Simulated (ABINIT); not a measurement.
# Quasiparticle gap of NaMgF3 (Pm-3m) in ABINIT, part 2 of 3

Wanted: ground state, empty states, screening and self-energy for NaMgF3 (Pm-3m).

ABINIT 10.8.3; LDA and many-body steps on it, plane waves. Known limits of the many-body steps: not at the basis limit; coarse k mesh.

So far. Step 2 (Ground state): The gap is indirect, with the least direct gap 0.46 eV higher.

**3. Bands along the symmetry lines**

Level of this step: DFT, LDA, plane waves, norm-conserving pseudopotentials (ABINIT).

Levels along a band path, at the cheap level, show where the edges lie and whether the meshes to come will hold them.

File run.abi:

```
acell 3*1.0 Angstrom
rprim 
  3.950839000000 0.000000000000 0.000000000000
  0.000000000000 3.950839000000 0.000000000000
  0.000000000000 0.000000000000 3.950839000000
ntypat 3
znucl 11 12 9
natom 5
typat 1 2 3 3 3
xred 
  0.000000000000 0.000000000000 0.000000000000
  0.500000000000 0.500000000000 0.500000000000
  0.500000000000 0.500000000000 0.000000000000
  0.500000000000 0.000000000000 0.500000000000
  0.000000000000 0.500000000000 0.500000000000
pp_dirpath "pseudos"
pseudos "Na.upf, Mg.upf, F.upf"
ecut 38
iscf -2
irdden 1
kptopt 0
nkpt 50
kpt 
  0.00000000 0.00000000 0.00000000
  0.00000000 0.06250000 0.00000000
  0.00000000 0.12500000 0.00000000
  0.00000000 0.18750000 0.00000000
  0.00000000 0.25000000 0.00000000
  0.00000000 0.31250000 0.00000000
  0.00000000 0.37500000 0.00000000
  0.00000000 0.43750000 0.00000000
  0.00000000 0.50000000 0.00000000
  0.06250000 0.50000000 0.00000000
  0.12500000 0.50000000 0.00000000
  0.18750000 0.50000000 0.00000000
  0.25000000 0.50000000 0.00000000
  0.31250000 0.50000000 0.00000000
  0.37500000 0.50000000 0.00000000
  0.43750000 0.50000000 0.00000000
  0.50000000 0.50000000 0.00000000
  0.43750000 0.43750000 0.00000000
  0.37500000 0.37500000 0.00000000
  0.31250000 0.31250000 0.00000000
  0.25000000 0.25000000 0.00000000
  0.18750000 0.18750000 0.00000000
  0.12500000 0.12500000 0.00000000
  0.06250000 0.06250000 0.00000000
  0.00000000 0.00000000 0.00000000
  0.06250000 0.06250000 0.06250000
  0.12500000 0.12500000 0.12500000
  0.18750000 0.18750000 0.18750000
  0.25000000 0.25000000 0.25000000
  0.31250000 0.31250000 0.31250000
  0.37500000 0.37500000 0.37500000
  0.43750000 0.43750000 0.43750000
  0.50000000 0.50000000 0.50000000
  0.43750000 0.50000000 0.43750000
  0.37500000 0.50000000 0.37500000
  0.31250000 0.50000000 0.31250000
  0.25000000 0.50000000 0.25000000
  0.18750000 0.50000000 0.18750000
  0.12500000 0.50000000 0.12500000
  0.06250000 0.50000000 0.06250000
  0.00000000 0.50000000 0.00000000
  0.50000000 0.50000000 0.50000000
  0.50000000 0.50000000 0.43750000
  0.50000000 0.50000000 0.37500000
  0.50000000 0.50000000 0.31250000
  0.50000000 0.50000000 0.25000000
  0.50000000 0.50000000 0.18750000
  0.50000000 0.50000000 0.12500000
  0.50000000 0.50000000 0.06250000
  0.50000000 0.50000000 0.00000000
istwfk *1
nband 27
nbdbuf 2
tolwfr 1e-08
nstep 40
prtwf 0
prtvol 0
indata_prefix "in"
outdata_prefix "out"
tmpdata_prefix "tmp"
```

Command:

```sh
$ OMP_NUM_THREADS=1 mpirun -n 4 abinit run.abi > log
```

Numbers of over 12 decimals in the logs are rounded to 6 here.

Log:

```text
.Version 10.8.3 of ABINIT. v10.8.2 released Aug 2026.

 Symmetries : space group Pm -3 m (#221); Bravais cP (primitive cubic)
[... echo of the input left out ...]
== DATASET  1 ==================================================================
-   mpi_nproc: 4, omp_nthreads: 1 (-1 if OMP is not activated)

--- !DatasetInfo
iteration_state: {dtset: 1, }
dimensions: {natom: 5, nkpt: 50, mband: 27, nsppol: 1, nspinor: 1, nspden: 1, mpw: 4700, }
cutoff_energies: {ecut:  38.0, pawecutdg:  -1.0, }
electrons: {nelect:   4.00000000E+01, charge:   0.00000000E+00, occopt:   1.00000000E+00, tsmear:   1.00000000E-02, }

 Real(R)+Recip(G) space primitive vectors, cartesian coordinates (Bohr,Bohr^-1):
 R(1)=  7.4660037  0.0000000  0.0000000  G(1)=  0.1339405  0.0000000  0.0000000
 R(2)=  0.0000000  7.4660037  0.0000000  G(2)=  0.0000000  0.1339405  0.0000000
 R(3)=  0.0000000  0.0000000  7.4660037  G(3)=  0.0000000  0.0000000  0.1339405
 Unit cell volume ucvol=  4.1616409E+02 bohr^3
 Angles (23,13,12)=  9.00000000E+01  9.00000000E+01  9.00000000E+01 degrees

 getcut: wavevector=  0.0000  0.0000  0.0000  ngfft=  45  45  45
         ecut(hartree)=     38.000   => boxcut(ratio)=   2.12377

--- Pseudopotential description ------------------------------------------------
- Na Generated using ONCVPSP code by D. R. Hamann
- 11.00000   9.00000  180309                  znucl, zion, pspdat
12 -1012 1 -1 1968                            pspcod,pspxc,lmax,lloc,mmax
     nproj     2     2     0
  pspatm : epsatm=    9.37365322
         --- l  ekb(1:nproj) -->
             0    2.664741   -0.674314
             1   -6.796556   -2.419774
 pspatm: atomic psp has been read  and splines computed

- Mg Generated using ONCVPSP code by D. R. Hamann
- 12.00000  10.00000  180309                  znucl, zion, pspdat
12 -1012 1 -1 1510                            pspcod,pspxc,lmax,lloc,mmax
     nproj     2     2     0
  pspatm : epsatm=    9.23542517
         --- l  ekb(1:nproj) -->
             0    2.239033   -0.828749
[...]
pspatm: atomic psp has been read  and splines computed

- F Generated using ONCVPSP code by D. R. Hamann
-  9.00000   7.00000  201202                  znucl, zion, pspdat
12 -1012 2 -1 824                             pspcod,pspxc,lmax,lloc,mmax
     nproj     2     2     1
  pspatm : epsatm=    4.94580260
         --- l  ekb(1:nproj) -->
[...]
2   -2.364936
 pspatm: atomic psp has been read  and splines computed

--------------------------------------------------------------------------------

================================================================================
 prteigrs : about to open file out_EIG
 Non-SCF case, kpt    1 (  0.00000  0.00000  0.00000), residuals and eigenvalues=
  2.12E-09  1.38E-09  1.26E-09  3.59E-09  9.26E-09  1.32E-09  1.42E-09  3.08E-09
[...]
Non-SCF case, kpt   49 (  0.50000  0.50000  0.06250), residuals and eigenvalues=
[...]
Non-SCF case, kpt   50 (  0.50000  0.50000  0.00000), residuals and eigenvalues=
[...]
-1.2914E-01 -1.1309E-01 -8.5988E-02 -8.5988E-02 -8.4793E-02 -7.8915E-02
 -7.8915E-02 -4.1540E-02  3.3204E-01  3.5422E-01  3.5422E-01  4.2377E-01
[...]
--- !ResultsGS
iteration_state: {dtset: 1, }
comment   : Summary of ground state results
lattice_vectors:
- [  7.4660037,   0.0000000,   0.0000000, ]
- [  0.0000000,   7.4660037,   0.0000000, ]
- [  0.0000000,   0.0000000,   7.4660037, ]
lattice_lengths: [   7.46600,    7.46600,    7.46600, ]
lattice_angles: [ 90.000,  90.000,  90.000, ] # degrees, (23, 13, 12)
lattice_volume:   4.1616409E+02
convergence: {deltae:  0.000E+00, res2:  0.000E+00, residm:  9.989E-09, diffor:  0.000E+00, }
etotal    :  -1.78958197E+02
entropy   :   0.00000000E+00
fermie    :  -4.11580900E-02
cartesian_stress_tensor: null
pressure_GPa: null
xred      :
- [  0.0000E+00,   0.0000E+00,   0.0000E+00, Na]
- [  5.0000E-01,   5.0000E-01,   5.0000E-01, Mg]
- [  5.0000E-01,   5.0000E-01,   0.0000E+00,  F]
- [  5.0000E-01,   0.0000E+00,   5.0000E-01,  F]
- [  0.0000E+00,   5.0000E-01,   5.0000E-01,  F]
cartesian_forces: null
force_length_stats: {min: null, max: null, mean: null, }

 Integrated electronic density in atomic spheres:
 ------------------------------------------------
 Atom  Sphere_radius  Integrated_density
[...]
================================================================================

 ----iterations are completed or convergence reached----

 Mean square residual over all n,k,spin=   45.241E-10; max=  99.890E-10
 reduced coordinates (array xred) for    5 atoms
[...]
cartesian coordinates (angstrom) at end:
    1      0.000000     0.000000     0.000000
    2      1.975420     1.975420     1.975420
    3      1.975420     1.975420     0.000000
    4      1.975420     0.000000     1.975420
    5      0.000000     1.975420     1.975420
 length scales=  1.889726125908  1.889726125908  1.889726125908 bohr
              =  1.000000000000  1.000000000000  1.000000000000 angstroms
 prteigrs : about to open file out_EIG
 Eigenvalues (hartree) for nkpt=  50  k points:
 kpt#   1, nband= 27, wtk=  1.00000, kpt=  0.0000  0.0000  0.0000 (reduced coord)
[...]
kpt#   2, nband= 27, wtk=  1.00000, kpt=  0.0000  0.0625  0.0000 (reduced coord)
[...]
kpt#   3, nband= 27, wtk=  1.00000, kpt=  0.0000  0.1250  0.0000 (reduced coord)
[...]
kpt#  49, nband= 27, wtk=  1.00000, kpt=  0.5000  0.5000  0.0625 (reduced coord)
[...]
0.49851    0.56157    0.56347
 kpt#  50, nband= 27, wtk=  1.00000, kpt=  0.5000  0.5000  0.0000 (reduced coord)
[...]
-0.75009   -0.74603   -0.74603   -0.15959   -0.12914   -0.11309   -0.08599   -0.08599
  -0.08479   -0.07892   -0.07892   -0.04154    0.33204    0.35422    0.35422    0.42377
   0.50477    0.56701    0.57895

== END DATASET(S) ==============================================================
================================================================================

 -outvars: echo values of variables after computation  --------
            nband          27
             nkpt          50
          spgroup         221
 [... the other variables as echoed above ...]

 Calculation completed.
```

Run time: 29 s. Hardware: 4 MPI ranks of Arm Neoverse V1, shared host; peak memory 0.36 GiB; 1.9 min of CPU time.

This step gave:

| Item | Value |
| --- | --- |
| gap | 5.650 eV |
| k of the valence top | 0.5, 0.5, 0.5 |
| k of the conduction bottom | 0, 0, 0 |
| least direct gap | 6.107 eV |

The gap is 5.650 eV, as in the run before at this level.

The electronic bands at the labelled points (eV, zero at the top of the highest filled band):

```
    point  band 17  band 18  band 19  band 20  band 21  band 22  band 23  band 24
        Γ    -0.64    -0.46    -0.46    -0.46     5.65    12.90    13.17    13.17
  halfway    -0.80    -0.75    -0.51    -0.51     6.63    11.27    13.62    13.84
        X    -1.04    -0.85    -0.53    -0.53     8.59     8.99    14.46    14.46
  halfway    -1.03    -0.76    -0.74    -0.29     9.07     9.68    12.48    13.91
        M    -1.19    -1.03    -1.03    -0.01    10.16    10.76    10.76    12.65
  halfway    -0.84    -0.72    -0.68    -0.37     7.43    11.64    11.90    14.15
        Γ    -0.64    -0.46    -0.46    -0.46     5.65    12.90    13.17    13.17
  halfway    -1.36    -0.38    -0.38    -0.33     8.08    12.07    12.18    12.18
        R    -1.18     0.00     0.00     0.00     9.97    12.49    12.49    12.49
  halfway    -1.21    -0.42    -0.37    -0.22     9.43    10.24    12.42    13.07
        X    -1.04    -0.85    -0.53    -0.53     8.59     8.99    14.46    14.46
jump to R    -1.18     0.00     0.00     0.00     9.97    12.49    12.49    12.49
  halfway    -1.18    -0.32    -0.32    -0.01    10.08    11.26    11.26    12.59
        M    -1.19    -1.03    -1.03    -0.01    10.16    10.76    10.76    12.65
```

**4. Empty states on the mesh, 2×2×2 mesh, 66 bands**

The sums over transitions need many empty states on a uniform mesh; this step solves for them.

File run.abi:

```
acell 3*1.0 Angstrom
rprim 
  3.950839000000 0.000000000000 0.000000000000
  0.000000000000 3.950839000000 0.000000000000
  0.000000000000 0.000000000000 3.950839000000
ntypat 3
znucl 11 12 9
natom 5
typat 1 2 3 3 3
xred 
  0.000000000000 0.000000000000 0.000000000000
  0.500000000000 0.500000000000 0.500000000000
  0.500000000000 0.500000000000 0.000000000000
  0.500000000000 0.000000000000 0.500000000000
  0.000000000000 0.500000000000 0.500000000000
pp_dirpath "pseudos"
pseudos "Na.upf, Mg.upf, F.upf"
ecut 38
ngkpt 2 2 2
nshiftk 1
shiftk 0 0 0
kptopt 1
chksymbreak 0
iscf -2
irdden 1
istwfk *1
nband 66
nbdbuf 6
tolwfr 1e-09
nstep 60
prtvol 0
indata_prefix "in"
outdata_prefix "out"
tmpdata_prefix "tmp"
```

Log:

```text
.Version 10.8.3 of ABINIT. v10.8.2 released Aug 2026.

 Symmetries : space group Pm -3 m (#221); Bravais cP (primitive cubic)
[... echo of the input left out ...]
== DATASET  1 ==================================================================
-   mpi_nproc: 4, omp_nthreads: 1 (-1 if OMP is not activated)

--- !DatasetInfo
iteration_state: {dtset: 1, }
dimensions: {natom: 5, nkpt: 4, mband: 66, nsppol: 1, nspinor: 1, nspden: 1, mpw: 4700, }
cutoff_energies: {ecut:  38.0, pawecutdg:  -1.0, }
electrons: {nelect:   4.00000000E+01, charge:   0.00000000E+00, occopt:   1.00000000E+00, tsmear:   1.00000000E-02, }

 Real(R)+Recip(G) space primitive vectors, cartesian coordinates (Bohr,Bohr^-1):
 R(1)=  7.4660037  0.0000000  0.0000000  G(1)=  0.1339405  0.0000000  0.0000000
 R(2)=  0.0000000  7.4660037  0.0000000  G(2)=  0.0000000  0.1339405  0.0000000
 R(3)=  0.0000000  0.0000000  7.4660037  G(3)=  0.0000000  0.0000000  0.1339405
 Unit cell volume ucvol=  4.1616409E+02 bohr^3
 Angles (23,13,12)=  9.00000000E+01  9.00000000E+01  9.00000000E+01 degrees

 getcut: wavevector=  0.0000  0.0000  0.0000  ngfft=  45  45  45
         ecut(hartree)=     38.000   => boxcut(ratio)=   2.12377

--- Pseudopotential description ------------------------------------------------
- Na Generated using ONCVPSP code by D. R. Hamann
- 11.00000   9.00000  180309                  znucl, zion, pspdat
12 -1012 1 -1 1968                            pspcod,pspxc,lmax,lloc,mmax
     nproj     2     2     0
  pspatm : epsatm=    9.37365322
         --- l  ekb(1:nproj) -->
             0    2.664741   -0.674314
             1   -6.796556   -2.419774
 pspatm: atomic psp has been read  and splines computed

- Mg Generated using ONCVPSP code by D. R. Hamann
- 12.00000  10.00000  180309                  znucl, zion, pspdat
12 -1012 1 -1 1510                            pspcod,pspxc,lmax,lloc,mmax
     nproj     2     2     0
  pspatm : epsatm=    9.23542517
         --- l  ekb(1:nproj) -->
             0    2.239033   -0.828749
[...]
pspatm: atomic psp has been read  and splines computed

- F Generated using ONCVPSP code by D. R. Hamann
-  9.00000   7.00000  201202                  znucl, zion, pspdat
12 -1012 2 -1 824                             pspcod,pspxc,lmax,lloc,mmax
     nproj     2     2     1
  pspatm : epsatm=    4.94580260
         --- l  ekb(1:nproj) -->
[...]
2   -2.364936
 pspatm: atomic psp has been read  and splines computed

--------------------------------------------------------------------------------

================================================================================
 prteigrs : about to open file out_EIG
 Non-SCF case, kpt    1 (  0.00000  0.00000  0.00000), residuals and eigenvalues=
  4.60E-10  1.99E-10  6.61E-11  7.25E-11  6.38E-10  1.37E-10  5.26E-10  8.82E-10
  2.93E-10  2.75E-10  3.98E-10  6.55E-11  6.70E-11  1.19E-10  6.91E-11  1.78E-10
  7.78E-10  8.50E-11  3.87E-10  8.00E-10  3.65E-10  5.11E-10  2.08E-10  6.83E-10
[...]
9.21E-07  4.81E-06
 -2.6064E+00 -1.7893E+00 -1.4101E+00 -1.4101E+00 -1.4101E+00 -7.7811E-01
 -7.7811E-01 -7.7811E-01 -7.6984E-01 -7.4049E-01 -7.4049E-01 -1.3970E-01
 -1.3970E-01 -1.3970E-01 -6.4842E-02 -6.4842E-02 -6.4842E-02 -5.7933E-02
[...]
1.5209E+00  1.5305E+00  1.5305E+00  1.5305E+00  1.5697E+00  1.5697E+00
  1.5697E+00  1.5927E+00  1.5927E+00  1.5927E+00  1.6942E+00  1.6942E+00
 prteigrs : prtvol=0 or 1, do not print more k-points.

--- !ResultsGS
iteration_state: {dtset: 1, }
comment   : Summary of ground state results
lattice_vectors:
- [  7.4660037,   0.0000000,   0.0000000, ]
- [  0.0000000,   7.4660037,   0.0000000, ]
- [  0.0000000,   0.0000000,   7.4660037, ]
lattice_lengths: [   7.46600,    7.46600,    7.46600, ]
lattice_angles: [ 90.000,  90.000,  90.000, ] # degrees, (23, 13, 12)
lattice_volume:   4.1616409E+02
convergence: {deltae:  0.000E+00, res2:  0.000E+00, residm:  9.890E-10, diffor:  0.000E+00, }
etotal    :  -1.78958197E+02
entropy   :   0.00000000E+00
fermie    :  -4.11580900E-02
cartesian_stress_tensor: null
pressure_GPa: null
xred      :
- [  0.0000E+00,   0.0000E+00,   0.0000E+00, Na]
- [  5.0000E-01,   5.0000E-01,   5.0000E-01, Mg]
- [  5.0000E-01,   5.0000E-01,   0.0000E+00,  F]
- [  5.0000E-01,   0.0000E+00,   5.0000E-01,  F]
- [  0.0000E+00,   5.0000E-01,   5.0000E-01,  F]
cartesian_forces: null
force_length_stats: {min: null, max: null, mean: null, }

 Integrated electronic density in atomic spheres:
 ------------------------------------------------
 Atom  Sphere_radius  Integrated_density
[...]
================================================================================

 ----iterations are completed or convergence reached----

 Mean square residual over all n,k,spin=   39.377E-11; max=  98.904E-11
 reduced coordinates (array xred) for    5 atoms
[...]
0.500000000000      0.000000000000      0.500000000000
       0.000000000000      0.500000000000      0.500000000000

 cartesian coordinates (angstrom) at end:
    1      0.000000     0.000000     0.000000
    2      1.975420     1.975420     1.975420
    3      1.975420     1.975420     0.000000
    4      1.975420     0.000000     1.975420
    5      0.000000     1.975420     1.975420
 length scales=  1.889726125908  1.889726125908  1.889726125908 bohr
              =  1.000000000000  1.000000000000  1.000000000000 angstroms
 prteigrs : about to open file out_EIG
 Eigenvalues (hartree) for nkpt=   4  k points:
 kpt#   1, nband= 66, wtk=  0.12500, kpt=  0.0000  0.0000  0.0000 (reduced coord)
[...]
1.37709    1.38216    1.38216    1.47116    1.47116    1.47116    1.52087    1.53053
   1.53053    1.53053    1.56971    1.56971    1.56971    1.59272    1.59272    1.59272
   1.69419    1.69420
 prteigrs : prtvol=0 or 1, do not print more k-points.

== END DATASET(S) ==============================================================
================================================================================

 -outvars: echo values of variables after computation  --------
            nband          66
             nkpt           4
          spgroup         221
 [... the other variables as echoed above ...]

 Calculation completed.
```

Run time: 8.2 s. Hardware: 4 MPI ranks; peak memory 0.29 GiB; 33 s of CPU time.

This step gave:

```yaml
gap: 5.650 eV
k_of_the_valence_top: 0.5, 0.5, 0.5
k_of_the_conduction_bottom: 0, 0, 0
least_direct_gap: 6.107 eV
k_points_computed: 4
lowest_point_of_the_top_converged_band_above_the_valence_top: 40.50 eV
```

On this mesh the gap is 5.650 eV.

**5. Screening, 2×2×2 mesh, 60 bands, screening to 106.1 eV**

The RPA dielectric matrix is built and inverted for each q.

This step: RPA screening on LDA, plane waves, norm-conserving pseudopotentials.

Edit run.abi of step 4 so:

```diff
@@ -23,10 +23,11 @@
 chksymbreak 0
-iscf -2
-irdden 1
 istwfk *1
-nband 66
-nbdbuf 6
-tolwfr 1e-09
-nstep 60
-prtvol 0
+occopt 1
+irdwfk 1
+optdriver 3
+nband 60
+ecuteps 3.9
+inclvkb 2
+awtr 1
+symchi 1
 indata_prefix "in"
```

Log:

```text
.Version 10.8.3 of ABINIT. v10.8.2 released Aug 2026.

 Symmetries : space group Pm -3 m (#221); Bravais cP (primitive cubic)
[... echo of the input left out ...]
== DATASET  1 ==================================================================
-   mpi_nproc: 4, omp_nthreads: 1 (-1 if OMP is not activated)

--- !DatasetInfo
iteration_state: {dtset: 1, }
dimensions: {natom: 5, nkpt: 4, mband: 60, nsppol: 1, nspinor: 1, nspden: 1, mpw: 4700, }
cutoff_energies: {ecut:  38.0, pawecutdg:  -1.0, }
electrons: {nelect:   4.00000000E+01, charge:   0.00000000E+00, occopt:   1.00000000E+00, tsmear:   1.00000000E-02, }

 SCREENING: Calculation of the susceptibility and dielectric matrices

 Based on a program developped by R.W. Godby, V. Olevano, G. Onida, and L. Reining.
 Incorporated in ABINIT by V. Olevano, G.-M. Rignanese, and M. Torrent.
.Using double precision arithmetic ; gwpc =  8

[... cell and pseudopotentials left out ...]
--------------------------------------------------------------------------------

 ==== K-mesh for the wavefunctions ====
 Number of points in the irreducible wedge :     4
[... list of points left out ...]
 Together with 48 symmetry operations and time-reversal symmetry
 yields     8 points in the full Brillouin Zone.

 ==== Q-mesh for the screening function ====
 Number of points in the irreducible wedge :     4
[... list of points left out ...]
 Together with 48 symmetry operations and time-reversal symmetry
 yields     8 points in the full Brillouin Zone.

 setmesh: FFT mesh size selected  =    27x   27x   27
          total number of points  =        19683

 vcoul_init : cutoff-mode = AUXILIARY_FUNCTION
 q-points for optical limit:   1
     1)      0.000010    0.000020    0.000030

- screening: taking advantage of time-reversal symmetry
- Maximum band index for partially occupied states nbvw = 20
- Remaining bands to be divided among processors   nbcw = 40
- Number of bands treated by each node ~10

 Number of electrons calculated from density =   40.0000; Expected =   40.0000
 average of density, n =  0.096116
 r_s =    1.3543
 omega_plasma =   29.9057 [eV]

 calculating chi0 at frequencies [eV] :
  1    0.000000E+00    0.000000E+00
  2    0.000000E+00    2.990565E+01

--------------------------------------------------------------------------------
  q-point number  1        q = ( 0.000000, 0.000000, 0.000000) [r.l.u.]
--------------------------------------------------------------------------------
[... chi0 elements left out ...]
 For q-point:  0.000010 0.000020 0.000030
  dielectric constant =   1.9200
  dielectric constant without local fields =   2.0023

  Average fulfillment of the sum rule on Im[epsilon] for q-point    1 :     26.26  [%]
[... wings left out ...]
  q-point number  2        q = ( 0.500000, 0.000000, 0.000000) [r.l.u.]
--------------------------------------------------------------------------------
[... chi0 elements left out ...]
  Average fulfillment of the sum rule on Im[epsilon] for q-point    2 :     33.29  [%]

 [... 2 further q-points ...]
```

Run time: 5.8 s. Hardware: 4 MPI ranks; peak memory 0.48 GiB; 23 s of CPU time.

This step gave:

| Quantity | Value |
| --- | --- |
| ε∞ with local fields, on this mesh, along the program's q direction | 1.92 |
| the same without local fields | 2.002 |
| plasma frequency | 29.91 eV |
| plane waves in the screening matrix | 171 |

Local fields lower ε∞ by 4 %. On a Γ-centred mesh this coarse the value itself is usually too large, while a short band sum pulls it down.

(Continued in part 3 of 3.)

[Paths, hosts, dates, memory and timing lines, banners, echoed tables and standing remarks are left out of the program output.]

[Logs are printed without paths, hosts, clocks, repeated set-up lines and the standing remarks that a program may print on its own settings, such as how far it seeks lower states.]

[Runs of the session that timed out or met a known fault of the program may be left out.]

[Hosts, paths, dates, database ids (printed as entryN), source tags and the programs' standing remarks are cut or masked in the printed files.]

[G0W0 gaps are taken among the corrected bands and points alone; a level outside them can change the order at an edge.]

[Where Ansatz stands beside ABINIT at settings called matched, ABINIT's density can come from a denser mesh and the files from another edition; pairs whose starting gaps differed by over 0.03 eV were left out, so agreement reads better than it is.]
